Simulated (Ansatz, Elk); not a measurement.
# Bonding as seen by X-rays: NaRh, part 2 of 2

Structure refinements treat a crystal as free atoms side by side. For a made-up structure of NaRh (cell and positions from a PBE relaxation) the runs below show what the calculated density changes in F(hkl).

Elk 11.2.3 (patched build); all-electron DFT.

So far. Step 4 (Another try): Its structure factors differ from the first run's by R = 0.1 %.

The structure was built from a prototype and need not be the compound's stable phase.

## (5) Another functional

Level of this step: DFT, LDA (Perdew-Wang), all-electron APW+lo, Dirac cores, scalar-relativistic bands, static density, no spin (Elk).

The difference from free atoms is small, so it is set against the change that LDA (Perdew-Wang) makes.

The input, elk.in:

```
tasks
  0
  195

xctype
  3

spinpol
  .false.

rgkmax
  7.0

gmaxvr
  14.0

lmaxo
  7

lmaxapw
  8

swidth
  0.002

tshift
  .false.

ramdisk
  .false.

hmaxvr
  5.5

maxscl
  120

epspot
  1e-06

sppath
  './'

avec
  5.23268429634 0.00000000000 0.00000000000
  -2.61634214817 4.53163753061 -0.00000000000
  0.00000000000 -0.00000000000 9.46968389760

atoms
  2
  'Rh.in'
  1
  0.6666666667 0.3333333333 0.0000000000   0.000000 0.000000 0.000000
  'Na.in'
  1
  -0.0000000000 0.0000000000 0.5000000000   0.000000 0.000000 0.000000

ngridk
  9 9 5
```

On the command line:

```sh
> OMP_NUM_THREADS=4 elk
```

Numbers of over 12 decimals in the logs are rounded to 6 here.

What it wrote:

```text
┌─────────────────────────┐
│ Elk code version 11.2.3 │
└─────────────────────────┘

All units are atomic (Hartree, Bohr, etc.)

┌─────────────────────────────────────────────────┐
│ Ground-state run starting from atomic densities │
└─────────────────────────────────────────────────┘

Lattice vectors :
   5.232684296       0.000000000       0.000000000
  -2.616342148       4.531637531      -0.000000000
   0.000000000      -0.000000000       9.469683898

Reciprocal lattice vectors :
   1.200757575      0.6932577092       0.000000000
[...]
Charges :
 core                        :    30.00000000
 valence                     :    26.00000000
 interstitial                :    1.898023563
 muffin-tins (core leakage)
  species : 1 (Rh)
   atom 1                    :    43.95204142     ( -0.5292050950E-05)
  species : 2 (Na)
   atom 1                    :    10.14993502     ( -0.1555072447E-05)
 total in muffin-tins        :    54.10197644
 total calculated charge     :    55.99864703
 total charge                :    56.00000000
 error                       :   0.1352967188E-02

┌──────────────────────────────┐
│ Self-consistent loop stopped │
└──────────────────────────────┘

Wrote STATE.OUT
[key lines of the parts left out:]
total energy                :     -4942.3830235300
```

The job ended after 5.4 s (4 threads of Arm Neoverse V2, shared host; peak memory 0.16 GiB; 16 s of CPU time).

Against the first run R = 0.03 %; the largest change is -0.022 at 110.

## (6) Basis size

A smaller basis shows how fast F responds to it; the change is likely larger than the basis error of the first run, but doesn't show convergence.

elk.in, as its differences from that of step 5:

```diff
@@ -5,3 +5,3 @@
 xctype
-  3
+  20
 
@@ -11,3 +11,3 @@
 rgkmax
-  7.0
+  5.5
```

On the command line:

```sh
> OMP_NUM_THREADS=4 elk
```

What it wrote:

```text
┌─────────────────────────┐
│ Elk code version 11.2.3 │
└─────────────────────────┘

All units are atomic (Hartree, Bohr, etc.)

┌─────────────────────────────────────────────────┐
│ Ground-state run starting from atomic densities │
└─────────────────────────────────────────────────┘

Lattice vectors :
   5.232684296       0.000000000       0.000000000
  -2.616342148       4.531637531      -0.000000000
   0.000000000      -0.000000000       9.469683898

Reciprocal lattice vectors :
   1.200757575      0.6932577092       0.000000000
[...]
Charges :
 core                        :    30.00000000
 valence                     :    26.00000000
 interstitial                :    1.965990328
 muffin-tins (core leakage)
  species : 1 (Rh)
   atom 1                    :    43.89674244     ( -0.3193483167E-06)
  species : 2 (Na)
   atom 1                    :    10.13726723     ( -0.9715865623E-07)
 total in muffin-tins        :    54.03400967
 total calculated charge     :    55.99899725
 total charge                :    56.00000000
 error                       :   0.1002749691E-02

┌──────────────────────────────┐
│ Self-consistent loop stopped │
└──────────────────────────────┘

Wrote STATE.OUT
[key lines of the parts left out:]
total energy                :     -4947.6237459124
```

Run time: 8.2 s. Hardware: 4 threads; peak memory 0.16 GiB; 23 s of CPU time.

Against the first run R = 0.03 %; the largest change is +0.034 at 110.

## (7) A coarser k-mesh

About half the k-points along each axis test the sampling.

elk.in, as its differences from that of step 6:

```diff
@@ -11,3 +11,3 @@
 rgkmax
-  5.5
+  7.0
 
@@ -58,2 +58,2 @@
 ngridk
-  9 9 5
+  4 4 2
```

On the command line:

```sh
> OMP_NUM_THREADS=4 elk
```

What it wrote:

```text
┌─────────────────────────┐
│ Elk code version 11.2.3 │
└─────────────────────────┘

All units are atomic (Hartree, Bohr, etc.)

┌─────────────────────────────────────────────────┐
│ Ground-state run starting from atomic densities │
└─────────────────────────────────────────────────┘

Lattice vectors :
   5.232684296       0.000000000       0.000000000
  -2.616342148       4.531637531      -0.000000000
   0.000000000      -0.000000000       9.469683898

Reciprocal lattice vectors :
   1.200757575      0.6932577092       0.000000000
[...]
Charges :
 core                        :    30.00000000
 valence                     :    26.00000000
 interstitial                :    1.884744729
 muffin-tins (core leakage)
  species : 1 (Rh)
   atom 1                    :    43.97065887     ( -0.3193248723E-06)
  species : 2 (Na)
   atom 1                    :    10.14459640     ( -0.9715865490E-07)
 total in muffin-tins        :    54.11525527
 total calculated charge     :    55.99885177
 total charge                :    56.00000000
 error                       :   0.1148225927E-02

┌──────────────────────────────┐
│ Self-consistent loop stopped │
└──────────────────────────────┘

Wrote STATE.OUT
[key lines of the parts left out:]
total energy                :     -4947.6811004990
```

Run time: 5.2 s. Hardware: 4 threads; peak memory 0.16 GiB.

Against the first run R = 0.08 %; the largest change is +0.135 at 004.

## (8) Settings against the effect

| run | R against the first run (%) | R against neutral atoms, low angle (%) | wall time |
| --- | --- | --- | --- |
| PBE, rgkmax 7 | 0.00 | 0.55 | 9.6 s |
| LDA (Perdew-Wang) | 0.03 | 0.58 | 5.4 s |
| rgkmax 5.5 | 0.03 | 0.57 | 8.2 s |
| k-mesh 4×4×2 | 0.08 | 0.54 | 5.2 s |

## (9) What came out

```
R against neutral atoms, sin θ/λ < 0.3 Å⁻¹ : 0.55 %
R against neutral atoms, 0.3 to 0.83 Å⁻¹   : 0.20 %
```

In words: Independent neutral atoms miss the calculated amplitudes by R = 0.55 % below 0.3 Å⁻¹ and 0.20 % from there to 0.83 Å⁻¹; by shells, 0.29 % below 0.15 Å⁻¹ (1 form), 0.57 % 0.15 to 0.3 (5 forms), 0.36 % 0.3 to 0.45 (7 forms), 0.18 % above 0.45 (42 forms). Bonding, aspherical density and the tables' own atoms all enter these figures, and the runs don't part them. The largest change of an amplitude is -0.50 electrons, at 002. The window's part falls from 10.0 electrons at the origin to at most 0.16 between 0.45 and 0.83 Å⁻¹. Below 0.3 Å⁻¹ the changes that finished (LDA (Perdew-Wang), rgkmax 5.5 and k-mesh 4×4×2) move F by R = 0.07 % at most, against the 0.55 % that separates it from free atoms. These runs have no spin, though d or f shells may be open. Part of the difference isn't bonding: the tables are fits to free atoms and ions calculated by other methods than this functional. Thermal motion, anomalous dispersion and extinction are left out.

[Logs are printed without paths, hosts, clocks, repeated set-up lines and the standing remarks that a program may print on its own settings, such as how far it seeks lower states.]

[Hosts, paths, dates, database ids (printed as entryN), source tags and the programs' standing remarks are cut or masked in the printed files.]
